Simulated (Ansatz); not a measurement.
# A thicker film of MgO (001) from five thinner ones

In a field along its normal an insulating film takes a dipole p. Written as a length, p/(ε₀AE), it should grow by 1 − 1/ε for each ångström added.

How it was computed: Ansatz 0.2.0, plane waves with PAW datasets (its set soft_2), PBE; rocksalt films relaxed at a bulk in-plane lattice constant near the measured one, then held in weak fields of both signs with a dipole correction (A is the cell's area, E the outer field).

```tsv
run	distance between the outer atoms (Å)	p/(ε₀AE) (Å)
3 units	4.332	5.423
4 units	6.475	6.906
5 units	8.614	8.388
6 units	10.755	9.869
8 units	15.043	12.840
10 units	19.327	?
```

**Question.** What value belongs in the row marked “?”, and how far can the other rows tell?

A least-squares line through the 5 rows shown has slope 0.6925 and intercept 2.4224; no row lies more than 0.001 Å off it. That slope means ε = 1/(1 − 0.6925) = 3.25. At 19.327 it gives 0.6925 × 19.327 + 2.4224 = 15.806 Å, beyond the rows fitted. Rounding and scatter of the rows alone allow about ±0.002 Å there.

The run itself gives 15.806 Å: a miss of 0.000 Å, or 0.0 % of the value. The length is met to within 1 %, though ε is more sensitive than the length: the two thickest films give ε = 3.25.

Caveats: This is the electronic response alone. A unit is one step of the cut along the normal (a plane, a pair of planes or a cell), and the layers relax along it, away from their bulk spacing where the functional's lattice constant differs from the one held.

[Logs are printed without paths, hosts, clocks, repeated set-up lines and the standing remarks that a program may print on its own settings, such as how far it seeks lower states.]
